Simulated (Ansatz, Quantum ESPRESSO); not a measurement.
# Lattice dynamics of SrTa (Pm-3m) in two programs, part 2 of 4

Aim: the phonon dispersion of SrTa (Pm-3m), checked by a second program.

Quantum ESPRESSO 7.5; DFT PBE, scalar-relativistic, plane waves, SPMS norm-conserving pseudopotentials.

So far. Step 2 (A probe with smearing): No gap opens on this mesh, so smearing is kept; the start stands at -6.9 GPa. Step 4 (Ground state): The cell stands at -0.001 GPa, close enough for phonons. The relaxed cell has a = 3.807 Å (conventional setting).

The structure was built from a prototype and need not be the compound's stable phase.

### Step 5. Phonons on a q mesh

Linear response treats each wavevector in the unit cell, with no supercell; the 2×2×2 mesh fixes the range of the force constants to be had.

ph.in

```
phonons
&inputph
   prefix = 'x'
   outdir = './tmp'
   fildyn = 'x.dyn'
   tr2_ph = 1.0d-18
   alpha_mix(1) = 0.4
   nmix_ph = 8
   ldisp = .true.
   nq1 = 2
   nq2 = 2
   nq3 = 2
/
```

On the command line:

```console
> OMP_NUM_THREADS=1 mpirun -n 4 ph.x -nk 4 -in ph.in > ph.out
```

The log of the run:

```text
[banners, grids, parts of the stress and lines that vanish by symmetry left out]
[banner, memory and clock lines left out]
Program PHONON v.7.5

     ./tmp/x.save/

     IMPORTANT: XC functional enforced from input :
     Exchange-correlation= PBE
                           (   1   4   3   4   0   0   0)
     Any further DFT definition will be discarded
     Please, verify this is what you really want

     G-vector sticks info

     Reading collected, re-writing distributed wavefunctions in ./tmp/

     Dynamical matrices for ( 2, 2, 2)  uniform grid of q-points
     (   4 q-points):
       N         xq(1)         xq(2)         xq(3)
       1   0.000000000   0.000000000   0.000000000
       2   0.000000000   0.000000000  -0.500000000
       3   0.000000000  -0.500000000  -0.500000000
       4  -0.500000000  -0.500000000  -0.500000000

     Number and degeneracy of irreps per q-point
       N         xq(1)         xq(2)         xq(3)   N irreps
       1   0.000000000   0.000000000   0.000000000       2
        3   3
       2   0.000000000   0.000000000  -0.500000000       4
        1   2   1   2
       3   0.000000000  -0.500000000  -0.500000000       4
        1   1   2   2
       4  -0.500000000  -0.500000000  -0.500000000       2
        3   3

     Calculation of q =    0.0000000   0.0000000   0.0000000

     phonons

     bravais-lattice index     =            0
     lattice parameter (alat)  =       7.1949  a.u.
     unit-cell volume          =     372.4595 (a.u.)^3
     number of atoms/cell      =            2
     number of atomic types    =            2
     kinetic-energy cut-off    =      60.0000  Ry
     charge density cut-off    =     240.0000  Ry
     convergence threshold     =      1.0E-18
     beta                      =       0.4000
     number of iterations used =            8
     Exchange-correlation= PBE
                           (   1   4   3   4   0   0   0)

     celldm(1)=    7.19493  celldm(2)=    0.00000  celldm(3)=    0.00000
     celldm(4)=    0.00000  celldm(5)=    0.00000  celldm(6)=    0.00000

     crystal axes: (cart. coord. in units of alat)
               a(1) = (  1.0000  0.0000  0.0000 )
               a(2) = (  0.0000  1.0000  0.0000 )
               a(3) = (  0.0000  0.0000  1.0000 )

     reciprocal axes: (cart. coord. in units 2 pi/alat)
               b(1) = (  1.0000  0.0000  0.0000 )
               b(2) = (  0.0000  1.0000  0.0000 )
               b(3) = (  0.0000  0.0000  1.0000 )

     Atoms inside the unit cell:

     Cartesian axes

     site n.  atom      mass           positions (alat units)
        1  Sr     87.6200   tau(    1) = (    0.00000    0.00000    0.00000  )
        2  Ta    180.9479   tau(    2) = (    0.50000    0.50000    0.50000  )

     Computing dynamical matrix for
                    q = (   0.0000000   0.0000000   0.0000000 )

     49 Sym.Ops. (with q -> -q+G )

     G cutoff =  314.7054  (  23439 G-vectors)     FFT grid: ( 36, 36, 36)

     number of k points=    35  Marzari-Vanderbilt smearing, width (Ry)=  0.0200

     PseudoPot. # 1 for Sr read from file:
     ./pseudo/Sr.upf
     Pseudo is Norm-conserving + core correction, Zval = 10.0
     Using radial grid of 1836 points,  6 beta functions with:
                l(1) =   0
                l(2) =   0
                l(3) =   1
                l(4) =   1
                l(5) =   2
                l(6) =   2

     PseudoPot. # 2 for Ta read from file:
     ./pseudo/Ta.upf
     Pseudo is Norm-conserving + core correction, Zval = 13.0
     Using radial grid of 1452 points,  8 beta functions with:
                l(1) =   0
                l(2) =   0
                l(3) =   1
                l(4) =   1
                l(5) =   2
                l(6) =   2
                l(7) =   3
                l(8) =   3

     Mode symmetry, O_h (m-3m)  point group:

     Atomic displacements:
     There are    2 irreducible representations

     Representation     1      3 modes -  To be done

     Representation     2      3 modes -  To be done

     Alpha used in Ewald sum =   2.3000

     Representation #   1 modes #   1   2   3

     Self-consistent Calculation
      iter #   1   av.it.:   6.2
      thresh= 1.000E-02 alpha_mix =  0.400 |ddv_scf|^2 =  3.441E-06
      iter #   2   av.it.:  10.5
      thresh= 1.855E-04 alpha_mix =  0.400 |ddv_scf|^2 =  4.901E-08
      iter #   3   av.it.:  10.8
      thresh= 2.214E-05 alpha_mix =  0.400 |ddv_scf|^2 =  5.848E-09
      iter #   4   av.it.:  11.1
      thresh= 7.648E-06 alpha_mix =  0.400 |ddv_scf|^2 =  1.861E-10
      iter #   5   av.it.:  11.7
      thresh= 1.364E-06 alpha_mix =  0.400 |ddv_scf|^2 =  3.456E-12
      iter #   6   av.it.:  12.0
      thresh= 1.859E-07 alpha_mix =  0.400 |ddv_scf|^2 =  1.716E-13
      iter #   7   av.it.:  11.3
      thresh= 4.142E-08 alpha_mix =  0.400 |ddv_scf|^2 =  3.004E-14
      iter #   8   av.it.:  11.5
      thresh= 1.733E-08 alpha_mix =  0.400 |ddv_scf|^2 =  1.802E-16
      iter #   9   av.it.:  11.5
      thresh= 1.342E-09 alpha_mix =  0.400 |ddv_scf|^2 =  2.194E-18
      iter #  10   av.it.:  11.0
      thresh= 1.481E-10 alpha_mix =  0.400 |ddv_scf|^2 =  1.524E-19

     End of self-consistent calculation

     Convergence has been achieved

     Representation #   2 modes #   4   5   6

     Self-consistent Calculation
      iter #   1   av.it.:   5.6
      thresh= 1.000E-02 alpha_mix =  0.400 |ddv_scf|^2 =  1.331E-06
      iter #   2   av.it.:  10.3
      thresh= 1.154E-04 alpha_mix =  0.400 |ddv_scf|^2 =  2.494E-08
      iter #   3   av.it.:  10.7
      thresh= 1.579E-05 alpha_mix =  0.400 |ddv_scf|^2 =  3.527E-09
      iter #   4   av.it.:  10.9
      thresh= 5.939E-06 alpha_mix =  0.400 |ddv_scf|^2 =  1.803E-10
[...]
End of self-consistent calculation

     Convergence has been achieved

     Number of q in the star =    1
     List of q in the star:
          1   0.000000000   0.000000000   0.000000000

     Diagonalizing the dynamical matrix

     q = (    0.000000000   0.000000000   0.000000000 )

 **************************************************************************
     freq (    1) =      -0.011708 [THz] =      -0.390523 [cm-1]
     freq (    2) =      -0.011708 [THz] =      -0.390523 [cm-1]
     freq (    3) =      -0.011708 [THz] =      -0.390523 [cm-1]
     freq (    4) =       4.399572 [THz] =     146.753932 [cm-1]
     freq (    5) =       4.399572 [THz] =     146.753932 [cm-1]
     freq (    6) =       4.399572 [THz] =     146.753932 [cm-1]
 **************************************************************************

     Mode symmetry, O_h (m-3m)  point group:

     freq (   1-   3) =         -0.4  [cm-1]   --> T_1u G_15  G_4- I
     freq (   4-   6) =        146.8  [cm-1]   --> T_1u G_15  G_4- I

     Calculation of q =    0.0000000   0.0000000  -0.5000000
     [... set-up and bands at k+q left out ...]

     Mode symmetry, D_4h(4/mmm) point group:

     Atomic displacements:
     There are    4 irreducible representations

     Representation     1      1 modes -  To be done

     Representation     2      2 modes -  To be done

     Representation     3      1 modes -  To be done

     Representation     4      2 modes -  To be done

     Message from routine init_vloc:
     Interpolation table for Vloc re-allocated

     Alpha used in Ewald sum =   2.3000

     Representation #   1 mode #   1

     Self-consistent Calculation

[...]
End of self-consistent calculation

     Convergence has been achieved

     Representation #   2 modes #   2   3

     Self-consistent Calculation

[...]
End of self-consistent calculation

     Convergence has been achieved

     Representation #   3 mode #   4

     Self-consistent Calculation

[...]
End of self-consistent calculation

     Convergence has been achieved

     Representation #   4 modes #   5   6

     Self-consistent Calculation

[...]
End of self-consistent calculation

     Convergence has been achieved

     Number of q in the star =    3
     List of q in the star:
          1   0.000000000   0.000000000  -0.500000000
          2   0.000000000  -0.500000000   0.000000000
          3  -0.500000000   0.000000000   0.000000000

     Diagonalizing the dynamical matrix

     q = (    0.000000000   0.000000000  -0.500000000 )

 **************************************************************************
     freq (    1) =      -2.523580 [THz] =     -84.177555 [cm-1]
     freq (    2) =       2.364394 [THz] =      78.867706 [cm-1]
     freq (    3) =       2.364394 [THz] =      78.867706 [cm-1]
     freq (    4) =       3.168043 [THz] =     105.674540 [cm-1]
     freq (    5) =       3.168043 [THz] =     105.674540 [cm-1]
     freq (    6) =       4.040094 [THz] =     134.763013 [cm-1]
 **************************************************************************

     Mode symmetry, D_4h(4/mmm) point group:

     freq (   1-   1) =        -84.2  [cm-1]   --> A_1g X_1  M_1
     freq (   2-   3) =         78.9  [cm-1]   --> E_g  X_5  M_5
     freq (   4-   5) =        105.7  [cm-1]   --> E_u  X_5' M_5'
     freq (   6-   6) =        134.8  [cm-1]   --> A_2u X_4' M_4'

     Calculation of q =    0.0000000  -0.5000000  -0.5000000
     [... set-up and bands at k+q left out ...]

     Mode symmetry, D_4h(4/mmm) point group:

     Atomic displacements:
     There are    4 irreducible representations

     Representation     1      1 modes -  To be done

     Representation     2      1 modes -  To be done

     Representation     3      2 modes -  To be done

     Representation     4      2 modes -  To be done

     Alpha used in Ewald sum =   2.3000

     Representation #   1 mode #   1

     Self-consistent Calculation

[...]
End of self-consistent calculation

     Convergence has been achieved

     Representation #   2 mode #   2

     Self-consistent Calculation

[...]
End of self-consistent calculation

     Convergence has been achieved

     Representation #   3 modes #   3   4

     Self-consistent Calculation

[...]
End of self-consistent calculation

     Convergence has been achieved

     Representation #   4 modes #   5   6

     Self-consistent Calculation

[...]
End of self-consistent calculation

     Convergence has been achieved

     Number of q in the star =    3
     List of q in the star:
          1   0.000000000  -0.500000000  -0.500000000
          2  -0.500000000  -0.500000000   0.000000000
          3  -0.500000000   0.000000000  -0.500000000

     Diagonalizing the dynamical matrix

     q = (    0.000000000  -0.500000000  -0.500000000 )

 **************************************************************************
     freq (    1) =      -3.307231 [THz] =    -110.317336 [cm-1]
     freq (    2) =      -3.307231 [THz] =    -110.317336 [cm-1]
     freq (    3) =       2.541586 [THz] =      84.778182 [cm-1]
     freq (    4) =       2.803887 [THz] =      93.527595 [cm-1]
     freq (    5) =       4.473466 [THz] =     149.218748 [cm-1]
     freq (    6) =       4.473466 [THz] =     149.218748 [cm-1]
 **************************************************************************

     Mode symmetry, D_4h(4/mmm) point group:

     freq (   1-   2) =       -110.3  [cm-1]   --> E_u  X_5' M_5'
     freq (   3-   3) =         84.8  [cm-1]   --> A_2u X_4' M_4'
     freq (   4-   4) =         93.5  [cm-1]   --> B_1u X_2' M_2'
     freq (   5-   6) =        149.2  [cm-1]   --> E_u  X_5' M_5'

     Calculation of q =   -0.5000000  -0.5000000  -0.5000000
     [... set-up and bands at k+q left out ...]

     Mode symmetry, O_h (m-3m)  point group:

     Atomic displacements:
     There are    2 irreducible representations

     Representation     1      3 modes -  To be done

     Representation     2      3 modes -  To be done

     Alpha used in Ewald sum =   2.3000

     Representation #   1 modes #   1   2   3

     Self-consistent Calculation

[...]
End of self-consistent calculation

     Convergence has been achieved

     Representation #   2 modes #   4   5   6

     Self-consistent Calculation

[...]
iter #   4   av.it.:  11.1
      thresh= 7.486E-06 alpha_mix =  0.400 |ddv_scf|^2 =  2.071E-10

      iter #   5   av.it.:  11.3
      thresh= 1.439E-06 alpha_mix =  0.400 |ddv_scf|^2 =  1.954E-12

      iter #   6   av.it.:  11.1
      thresh= 1.398E-07 alpha_mix =  0.400 |ddv_scf|^2 =  4.157E-13

      iter #   7   av.it.:  11.4
      thresh= 6.447E-08 alpha_mix =  0.400 |ddv_scf|^2 =  1.097E-14

      iter #   8   av.it.:  11.5
      thresh= 1.047E-08 alpha_mix =  0.400 |ddv_scf|^2 =  3.208E-17

      iter #   9   av.it.:  11.3
      thresh= 5.664E-10 alpha_mix =  0.400 |ddv_scf|^2 =  1.003E-17

      iter #  10   av.it.:  11.8
      thresh= 3.167E-10 alpha_mix =  0.400 |ddv_scf|^2 =  6.544E-20

     End of self-consistent calculation

     Convergence has been achieved

     Number of q in the star =    1
     List of q in the star:
          1  -0.500000000  -0.500000000  -0.500000000

     Diagonalizing the dynamical matrix

     q = (   -0.500000000  -0.500000000  -0.500000000 )

 **************************************************************************
     freq (    1) =      -2.404389 [THz] =     -80.201799 [cm-1]
     freq (    2) =      -2.404389 [THz] =     -80.201799 [cm-1]
     freq (    3) =      -2.404389 [THz] =     -80.201799 [cm-1]
     freq (    4) =       3.790836 [THz] =     126.448674 [cm-1]
     freq (    5) =       3.790836 [THz] =     126.448674 [cm-1]
     freq (    6) =       3.790836 [THz] =     126.448674 [cm-1]
 **************************************************************************

     Mode symmetry, O_h (m-3m)  point group:

     freq (   1-   3) =        -80.2  [cm-1]   --> T_2g G_25' G_5+
     freq (   4-   6) =        126.4  [cm-1]   --> T_1u G_15  G_4-


[key lines of the parts left out:]
the Fermi energy is    11.0552 ev
```

The job ended after 9.4 min (4 MPI ranks of Arm Neoverse V2, shared host).

Numbers from this step:

```
largest acoustic frequency at the zone centre before the sum rule  : -0.39 cm⁻¹
highest optical zone-centre mode (no LO-TO term)                   : 146.8 cm⁻¹
lowest optical zone-centre mode                                    : 146.8 cm⁻¹
lowest mode on the q mesh (acoustic ones at the zone centre apart) : -110.3 cm⁻¹
```

Frequencies (cm⁻¹) at each irreducible wavevector; negative means imaginary. Frequencies by wavevector:

| q (fractions) | star | mode 1 | mode 2 | mode 3 | mode 4 | mode 5 | mode 6 |
| --- | --- | --- | --- | --- | --- | --- | --- |
| 0 0 0 | 1 | -0.39 | -0.39 | -0.39 | 146.8 | 146.8 | 146.8 |
| 0 0 -0.5 | 3 | -84.18 | 78.87 | 78.87 | 105.7 | 105.7 | 134.8 |
| 0 -0.5 -0.5 | 3 | -110.3 | -110.3 | 84.78 | 93.53 | 149.2 | 149.2 |
| -0.5 -0.5 -0.5 | 1 | -80.2 | -80.2 | -80.2 | 126.5 | 126.5 | 126.5 |

The acoustic modes at Γ come out as far as 0.4 cm⁻¹ from zero, where they should vanish, a small numerical error.

### Step 6. Force constants in real space

The dynamical matrices of the mesh are Fourier-transformed to force constants in real space.

q2r.in

```
&input
   fildyn = 'x.dyn'
   zasr = 'simple'
   flfrc = 'x.fc'
/
```

On the command line:

```console
> q2r.x < q2r.in > q2r.out
```

The log of the run:

```text
[banners, grids, parts of the stress and lines that vanish by symmetry left out]
[banner, memory and clock lines left out]
Program Q2R v.7.5

  reading grid info from file x.dyn0

  reading force constants from file x.dyn1
  Dielectric Tensor not found
  nqs=            1
 q=   0.00000000  0.00000000  0.00000000
  reading force constants from file x.dyn2
  nqs=            3
 q=   0.00000000  0.00000000 -0.50000000
[...]
reading force constants from file x.dyn3
  nqs=            3
[...]
q=  -0.50000000  0.00000000 -0.50000000
  reading force constants from file x.dyn4
  nqs=            1
 q=  -0.50000000 -0.50000000 -0.50000000

      q-space grid ok, #points =    8

      fft-check success (sum of imaginary terms < 10^-12)
```

Elapsed: 0.49 s, on 1 thread.

### Step 7. Dispersion

From the force constants any wavevector is cheap; points of the mesh come back as solved, but for the sum rule and, in polar crystals, the LO-TO term at Γ; the rest is interpolation.

matdyn.in

```
&input
   asr = 'simple'
   flfrc = 'x.fc'
   flfrq = 'x.freq'
   flvec = 'x.modes'
   q_in_band_form = .true.
   q_in_cryst_coord = .true.
/
8
  0.0000000   0.0000000   0.0000000  12  ! GAMMA
  0.0000000   0.5000000   0.0000000  12  ! X
  0.5000000   0.5000000   0.0000000  12  ! M
  0.0000000   0.0000000   0.0000000  12  ! GAMMA
  0.5000000   0.5000000   0.5000000  12  ! R
  0.0000000   0.5000000   0.0000000   1  ! X
  0.5000000   0.5000000   0.5000000  12  ! R
  0.5000000   0.5000000   0.0000000   1  ! M
```

On the command line:

```console
> matdyn.x -in matdyn.in > matdyn.out
```

The log of the run:

```text
[banner, memory and clock lines left out]
Program MATDYN v.7.5

 mass for atomic type   1 not given; uses mass from file x.fc
 mass for atomic type   2 not given; uses mass from file x.fc
     Message from routine matdyn:
     Z* not found in file x.fc, TO-LO splitting at q=0 will be absent!
     Message from routine matdyn:
     Z* not found in file x.fc, TO-LO splitting at q=0 will be absent!

Note: The following floating-point exceptions are signalling: IEEE_UNDERFLOW_FLAG
```

It took 0.48 s on 1 thread.

Numbers from this step:

| Property | Result |
| --- | --- |
| lowest frequency on the path | -110.3 cm⁻¹ |

Matdyn.x, sum rule simple. Phonon branches along the path, in cm⁻¹:

| point | branch 1 | branch 2 | branch 3 | branch 4 | branch 5 | branch 6 |
| --- | --- | --- | --- | --- | --- | --- |
| Γ | 0 | 0 | 0 | 147 | 147 | 147 |
| halfway | -52 | 44 | 44 | 132 | 132 | 138 |
| X | -84 | 79 | 79 | 106 | 106 | 135 |
| halfway | -100 | -62 | 86 | 96 | 131 | 145 |
| M | -110 | -110 | 85 | 94 | 149 | 149 |
| halfway | -76 | -21 | 60 | 120 | 124 | 144 |
| Γ | 0 | 0 | 0 | 147 | 147 | 147 |
| halfway | -58 | -58 | -38 | 125 | 132 | 132 |
| R | -80 | -80 | -80 | 126 | 126 | 126 |
| halfway | -101 | -55 | 13 | 114 | 126 | 144 |
| X | -84 | 79 | 79 | 106 | 106 | 135 |
| jump to R | -80 | -80 | -80 | 126 | 126 | 126 |
| halfway | -98 | -98 | 34 | 108 | 139 | 139 |
| M | -110 | -110 | 85 | 94 | 149 | 149 |

The phonon branches as a text plot (rows in cm⁻¹):

```
    144 |***      *********************            *****     ****
    133 |   ******  *      ** **    *  ******** ****    ** **
    122 |     *    *         *       ****  ************   **
    111 |      * **         *                       *****   **
    101 |       ****      **                            **    *
     90 |          *******                                     **
     79 |      ****       **                           ***
     68 |     *  *          *                          *      *
     57 |         *                  **               *
     46 |   **               *                       *
     36 |                    ***    *  *                     *
     25 |  *                    *  *                  *
     14 | *                      *                  *
      3 |*                        *
     -8 |*                         *
    -18 | *                      *  *
    -29 |  *                    *    *                      *
    -40 |          *           *      * *          * *
    -51 |   *               * *        *          * *
    -62 |    *               *          **       * *       *
    -72 |     *     *      *              ****  ***
    -83 |      ***          *              ******       ****
    -94 |         ** *    **                     ***  **    **
   -105 |           *******                         **        ***
         Γ      X      M          Γ            R        X|R     M
```

Lowest modes at the softest wavevector of the mesh; phase exp(i q.(R + tau)). Modes at q = (0.500, 0.500, 0.000), with each element's share of the kinetic energy (negative means imaginary):

| mode | frequency (cm⁻¹) | Sr % | Ta % |
| --- | --- | --- | --- |
| 1 | -110.3 | 13 | 87 |
| 2 | -110.3 | 13 | 87 |
| 3 | 84.8 | 100 | 0 |
| 4 | 93.5 | 0 | 100 |
| 5 | 149.2 | 87 | 13 |
| 6 | 149.2 | 87 | 13 |

Displacements in mode 2 (-110.3 cm⁻¹), the largest set to 1, in the home cell:
```
Sr1 -0.54  0.00  0.00
Ta2  0.00 -1.00  0.00
```

Displacements in mode 6 (149.2 cm⁻¹), the largest set to 1, in the home cell:
```
Sr1  0.00  1.00  0.00
Ta2 -0.26  0.00  0.00
```

Force constants by pair (phonopy on the run's constants); pairs near half the supercell's span include their periodic images. Pair force constants, by row:

| atom | neighbour | distance (Å) | third of the trace (eV/Å²) | along the pair's line (eV/Å²) |
| --- | --- | --- | --- | --- |
| Sr1 | itself | 0 | 4.595 | – |
| Sr1 | Ta | 3.297 | -0.5845 | -1.904 |
| Sr1 | Sr | 3.807 | -0.0944 | -1.048 |
| Sr1 | Sr | 5.384 | 0.1062 | 0.2075 |
| Sr1 | Sr | 6.595 | 0.045 | 0.045 |
| Ta2 | itself | 0 | -0.0845 | – |
| Ta2 | Sr | 3.297 | -0.5845 | -1.904 |
| Ta2 | Ta | 3.807 | 1.461 | 4.778 |
| Ta2 | Ta | 5.384 | 0.0941 | -0.0888 |
| Ta2 | Ta | 6.595 | 0.0948 | 0.0948 |

Mode patterns, pair constants, displacements and means over the zone were worked out by phonopy from the force constants of q2r.x.

The path dips to 110i cm⁻¹.

(Continued in part 3 of 4.)

[Host names and launcher messages were left out of these logs when they were recorded.]

[Logs are printed without paths, hosts, clocks, repeated set-up lines and the standing remarks that a program may print on its own settings, such as how far it seeks lower states.]

[Hosts, paths, dates, database ids (printed as entryN), source tags and the programs' standing remarks are cut or masked in the printed files.]
